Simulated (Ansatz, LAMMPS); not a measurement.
**Structural relaxation of annealed particle of C with 5 % Si on C sites (147 atoms)**

Wanted: the relaxed structure of annealed particle of C with 5 % Si on C sites (147 atoms) and its electronic structure.

Main program and level: Ansatz 0.2.0; Kohn-Sham DFT, revPBE, PAW (set soft_2), plane waves.

## (1) The structure

The cell holds 147 atoms: 140 C and 7 Si. Cell: a = 21.698 Å, b = 21.767 Å, c = 22.031 Å, α = 90.0°, β = 90.0°, γ = 90.0°. It derives from C (diamond C) and Si. 1 sphere(s) of radius 5.87 Å cut from diamond C (a = 3.566 Å), 5 % of C replaced at random by Si, in vacuum; annealed 20 ps at 3470 K with the Tersoff potential (Tersoff, Phys. Rev. B 39, 5566 (1989)), cooled to 300 K. Vacuum lies along a, b and c.

Before any run, some limits are plain. The starting topology of bonds comes from the classical model. The main run has no spin polarisation, so any moments at edges, vacancies or dangling bonds can't form in it.

## (2) Single point at the start

The forces at the start show how far the geometry lies from a minimum of this functional.

input.yaml

```yaml
crystal:
  lattice:
    - [21.69822, 0.0, 0.0]
    - [0.0, 21.76665, 0.0]
    - [0.0, 0.0, 22.03083]
  atoms:
    - { symbol: C, position: [0.25786, 0.52524, 0.41325] }
    - { symbol: C, position: [0.29732, 0.39265, 0.5133] }
    - { symbol: C, position: [0.30867, 0.45407, 0.61069] }
    - { symbol: C, position: [0.34591, 0.34045, 0.60342] }
    [... 137 atom lines left out ...]
    - { symbol: C, position: [0.70372, 0.35563, 0.49482] }
    - { symbol: C, position: [0.73019, 0.40865, 0.46496] }
    - { symbol: C, position: [0.6879, 0.43189, 0.4147] }
    - { symbol: C, position: [0.76939, 0.45004, 0.50031] }
    - { symbol: C, position: [0.63668, 0.60825, 0.44583] }
    - { symbol: C, position: [0.59808, 0.57996, 0.3951] }
kpoints:
  mp_grid: { grid: [1, 1, 1] }
hamiltonian:
  xc: revpbe
scf:
  occupations: { method: gaussian, width: 0.025 }
output:
  forces: true
```

Started as:

```
$ ansatz run input.yaml --threads 8 --pin off --max-ram 15872MiB --backend cpu --events-out ev --progress --plain --runs-dir out
```

Run time: 69 s. Hardware: 8 threads of Arm Neoverse V2, shared host; peak memory 11 GiB; 8.5 min of CPU time.

Numbers from this run:

| Property | Result |
| --- | --- |
| free energy | -39575.2876 eV |
| free energy per atom | -269.2196 eV/atom |
| SCF cycles | 18 |
| r.m.s. force component | 1.517 eV/Å |
| longest force | 7.101 eV/Å |
| Fermi energy | -3.524 eV |

The r.m.s. force component of 1.5 eV/Å sets the starting point.

Neighbours are counted within 1.85 Å (C-C), 2.28 Å (C-Si).

Length of the force by element and coordination:

```csv
element,coordination,atoms,mean length of the force (eV/Å),spread,least,most
C,all,140,2.40,1.15,0.485,7.10
C,2,18,3.64,1.24,1.73,7.10
C,3,117,2.22,1.03,0.485,5.31
C,4,5,2.34,0.577,1.62,3.02
Si,all,7,1.57,0.709,0.298,2.42
Si,3,5,1.55,0.674,0.298,2.14
Si,4,2,1.63,0.785,0.848,2.42
```

## (3) Relaxation

The atoms are relaxed in the fixed cell, aiming at the force tolerance of the input.

input.yaml: that of step 2 with these lines changed.

```diff
@@ -15 +15,4 @@
   forces: true
+relax:
+  f_tol: 0.05
+  max_steps: 76
```

It took 47 min on 8 threads; peak memory 11 GiB; 5.9 h of CPU time.

Step by step (22 of 55):

```csv
step,energy less that of the first step (eV),largest force component (eV/Å)
1,0.0000,6.9965
4,-26.6582,2.2647
6,-32.3928,2.1153
9,-38.3097,1.9366
11,-40.7599,1.0801
14,-43.3272,1.5005
16,-44.8218,2.8238
19,-46.3641,1.6157
22,-46.8919,0.7204
24,-47.4750,1.5085
27,-47.9039,0.9511
29,-48.3730,2.1764
32,-50.4410,2.0020
34,-50.8362,0.6558
37,-51.2952,0.5568
40,-51.6334,1.3299
42,-52.0564,1.9070
45,-52.5302,0.7604
47,-52.8193,1.0230
50,-53.8134,3.5702
52,-53.7063,1.6905
55,-54.2573,0.0340
```

Relaxation steps 25, 38, 44, 52 were tried and not accepted.

The atoms that moved most (Å):

```csv
atom,dx,dy,dz,length
C145,-1.618,0.323,0.224,1.665
C57,0.259,0.673,-1.237,1.432
C73,0.579,0.845,-0.922,1.378
C122,-1.203,-0.168,-0.542,1.331
C5,0.959,-0.505,-0.547,1.214
C69,0.224,-0.666,0.955,1.186
C123,-1.022,0.273,0.029,1.058
C70,0.343,0.823,-0.552,1.049
```

The relaxation changed the energy by -369 meV/atom, and atoms moved by 0.52 Å r.m.s., 1.7 Å at most.

## (4) Distances and neighbours after relaxation

Bonds before and after, by the cutoffs listed below:

```csv
pair,bonds before,bonds after,mean before (Å),mean after (Å),spread before (Å),spread after (Å)
C-C,192,204,1.484,1.461,0.044,0.060
C-Si,23,24,1.883,1.920,0.067,0.100
```

Normalised to the volume that the atoms fill. Pair distribution functions g(r), in bins of 0.1 Å:

```csv
r (Å),total,C-C,C-Si,Si-Si
1.25,0.00,0.00,0.00,0.00
1.35,1.87,2.06,0.00,0.00
1.45,11.00,12.10,0.00,0.00
1.55,2.00,2.21,0.00,0.00
1.65,0.48,0.53,0.00,0.00
1.75,0.05,0.00,0.56,0.00
1.85,0.69,0.00,7.59,0.00
1.95,0.17,0.00,1.90,0.00
2.05,0.30,0.25,0.84,0.00
2.15,0.21,0.19,0.39,0.00
2.25,0.53,0.55,0.35,0.00
2.35,2.39,2.60,0.33,0.00
2.45,3.15,3.42,0.59,0.00
2.55,2.53,2.79,0.00,0.00
2.65,1.14,1.19,0.76,0.00
2.75,1.52,1.44,2.33,0.00
2.85,1.51,1.40,2.60,0.00
2.95,1.11,1.04,1.84,0.00
3.05,0.93,0.81,2.07,0.00
3.15,0.62,0.53,1.60,0.00
3.25,0.59,0.61,0.34,0.00
3.35,0.70,0.66,1.11,0.00
3.45,0.83,0.89,0.30,0.00
3.55,1.11,1.13,0.83,5.50
3.65,1.52,1.60,0.80,0.00
3.75,1.83,1.90,1.13,0.00
3.85,1.36,1.42,0.83,0.00
3.95,0.92,0.91,1.01,0.00
4.05,0.95,0.90,1.40,4.24
4.15,1.24,1.21,1.53,0.00
4.25,1.14,1.17,0.88,0.00
4.35,0.77,0.79,0.56,0.00
4.45,0.80,0.76,1.24,0.00
4.55,0.86,0.87,0.68,3.44
4.65,0.88,0.85,1.22,0.00
4.75,0.88,0.91,0.55,0.00
4.85,1.06,1.08,0.75,2.96
4.95,0.98,0.99,0.86,0.00
5.05,0.96,0.92,1.38,0.00
5.15,0.89,0.89,0.93,0.00
5.25,0.78,0.79,0.70,0.00
5.35,0.58,0.57,0.74,0.00
5.45,0.76,0.75,0.95,0.00
5.55,0.76,0.79,0.52,0.00
```

Bonds by pair of elements; cutoffs follow the first minimum of g(r), held within bounds set by covalent radii, and pairs that aren't listed don't count as bonded:

```csv
pair A-B,cutoff (Å),bonds,mean length (Å),spread (Å),shortest (Å),B about A,A about B
C-C,1.85,204,1.46,0.06,1.32,2.91,2.91
C-Si,2.28,24,1.92,0.1,1.8,0.171,3.43
```

How many atoms have how many bonded neighbours:

```csv
element,mean,2,3,4,5
C,3.09,2,125,12,1
Si,3.43,0,4,3,0
```

Bond angles (no mean is given where the spread exceeds 20°):

```csv
angle,count,mean (°),spread (°)
C-C-C,405,116,12.5
C-C-Si,54,-,-
C-Si-C,30,-,-
```

Bond length by coordination (bonds to H left out):

```csv
element,coordination,atoms,mean bond length (Å)
C,2,2,1.39
C,3,125,1.47
C,4,12,1.59
C,5,1,1.72
Si,3,4,1.87
Si,4,3,1.97
```

Counting bonds as in the table, 89 % of C atoms have 3 and 57 % of Si atoms have 3 bonded neighbours. The C-C-C angle averages 116° with a spread of 12°.

## (5) Single point at the relaxed geometry

The electronic structure is read at the final geometry, in a run of its own.

input.yaml

```yaml
crystal:
  lattice:
    - [21.69822, 0.0, 0.0]
    - [0.0, 21.76665, 0.0]
    - [0.0, 0.0, 22.03083]
  atoms:
    - { symbol: C, position: [0.26977, 0.52212, 0.40761] }
    - { symbol: C, position: [0.31217, 0.3826, 0.51988] }
    - { symbol: C, position: [0.32494, 0.44979, 0.61172] }
    - { symbol: C, position: [0.36784, 0.33993, 0.60183] }
    [... 137 atom lines left out ...]
    - { symbol: C, position: [0.6811, 0.34927, 0.50608] }
    - { symbol: C, position: [0.69089, 0.4071, 0.47532] }
    - { symbol: C, position: [0.67363, 0.42275, 0.41583] }
    - { symbol: C, position: [0.69481, 0.46486, 0.51046] }
    - { symbol: C, position: [0.64892, 0.61618, 0.43666] }
    - { symbol: C, position: [0.63465, 0.58963, 0.37407] }
kpoints:
  mp_grid: { grid: [1, 1, 1] }
hamiltonian:
  xc: revpbe
scf:
  occupations: { method: gaussian, width: 0.025 }
output:
  forces: true
  populations: true
  dos:
    method: { smearing: { sigma: 0.08 } }
    de: 0.1
    projected: { site_lists: { C: [C], Si: [Si] } }
  eigenvalues: true
  write_density: true
  write_potential: true
  volumetric_format: npy
  elf: true
```

Run time: 2 min. Hardware: 8 threads; peak memory 11 GiB.

The program notes that the exchange-correlation potential is rough where the density is thin.

The run gave:

| Item | Value |
| --- | --- |
| free energy | -39629.5448 eV |
| free energy per atom | -269.5887 eV/atom |
| SCF cycles | 11 |
| r.m.s. force component | 0.00722 eV/Å |
| longest force | 0.04832 eV/Å |
| Fermi energy | -3.189 eV |
| gap (highest filled to lowest empty level) | 0.2465 eV |
| spilling of the projection | 0.01004 |

Löwdin charges by element and coordination (they lack the spilled electrons, 0.040 e an atom on average):

```csv
element,coordination,atoms,mean charge (e),spread,least,most
C,all,140,6.0e-4,0.0965,-0.342,0.107
C,2,2,0.002,0.0019,1.0e-4,0.0039
C,3,125,0.0012,0.0969,-0.342,0.107
C,4,12,-0.0122,0.101,-0.169,0.0803
C,5,1,0.076,0,0.076,0.076
Si,all,7,0.831,0.204,0.496,1.09
Si,3,4,0.788,0.108,0.705,0.972
Si,4,3,0.886,0.276,0.496,1.09
```

States in the cell by windows of 1 eV, zero at the Fermi level; the larger projections on atomic orbitals stand beside the total:

```csv
from (eV),to (eV),total,C p,C s
-18,-17,19.6,6.2,12.8
-17,-16,19.4,7.0,11.8
-16,-15,20.6,8.3,11.7
-15,-14,25.1,10.9,13.5
-14,-13,21.4,10.2,10.6
-13,-12,20.4,11.3,8.5
-12,-11,24.4,15.5,8.0
-11,-10,23.8,15.5,7.1
-10,-9,27.4,20.4,5.9
-9,-8,34.0,26.9,5.5
-8,-7,37.7,31.6,4.5
-7,-6,51.7,45.9,4.0
-6,-5,52.4,47.3,2.8
-5,-4,51.7,46.9,2.2
-4,-3,45.1,40.4,1.5
-3,-2,31.8,28.7,0.9
-2,-1,28.5,26.1,0.9
-1,0,22.2,18.0,0.9
0,1,21.1,17.3,0.8
1,2,21.3,18.2,1.0
2,3,26.3,22.1,1.5
3,4,31.8,22.4,2.9
4,5,60.5,20.6,3.8
```

The curve was stored every 0.100 eV, coarse against its broadening of 0.08 eV, so these counts are rough.

Between -21 and -18 eV lie 31 more states.

The levels nearest the highest filled one (over half full), pooled over k-points and spins:

```csv
level less the highest filled one (eV),occupation
-0.399,2
-0.185,2
-0.159,2
-0.135,2
-0.0385,2
0,2
0.246,0
0.301,0
0.404,0
0.435,0
0.533,0
0.572,0
```

Mean Löwdin charges: C +0.00, Si +0.83 e (they miss 1.0 % of the electrons, so they add up to more than the cell's charge). Within 0.4 eV of the Fermi level the largest share is C p (81 % of the projected weight).

## (6) Results

```json
{"energy change in the relaxation": "-369.1 meV/atom", "r.m.s. displacement": "0.519 Å", "largest displacement": "1.665 Å", "free energy per atom": "-269.5887 eV/atom", "r.m.s. force component": "0.00722 eV/Å", "gap (highest filled to lowest empty level)": "0.2465 eV", "wall time of the 3 DFT runs": "50 min"}
```

In words: Relaxation lowers the energy by 369 meV/atom and moves atoms by 0.52 Å r.m.s.; the r.m.s. force component goes from 1.5 to 0.0072 eV/Å. By the final cutoffs 3 of 215 bonded pairs parted and 16 joined. From the first step to the last the energy fell by 54.257 eV, and the largest move was 1.67 Å (C145). The C-Si bonds change most in mean length: from 1.883 Å (spread 0.067) to 1.920 Å (spread 0.100), and their number from 23 to 24. Counting bonds as in the table, 89 % of C atoms have 3 and 57 % of Si atoms have 3 bonded neighbours. Between filled and empty levels lie 0.246 eV (at Γ alone); states at the surface or the caps may set this spacing.

**Limits.** The starting topology of bonds comes from the classical model; in DFT 3 of its 215 bonded pairs passed out of the cutoffs and 16 came within them.

[Logs are printed without paths, hosts, clocks, repeated set-up lines and the standing remarks that a program may print on its own settings, such as how far it seeks lower states.]

[Hosts, paths, dates, database ids (printed as entryN), source tags and the programs' standing remarks are cut or masked in the printed files.]
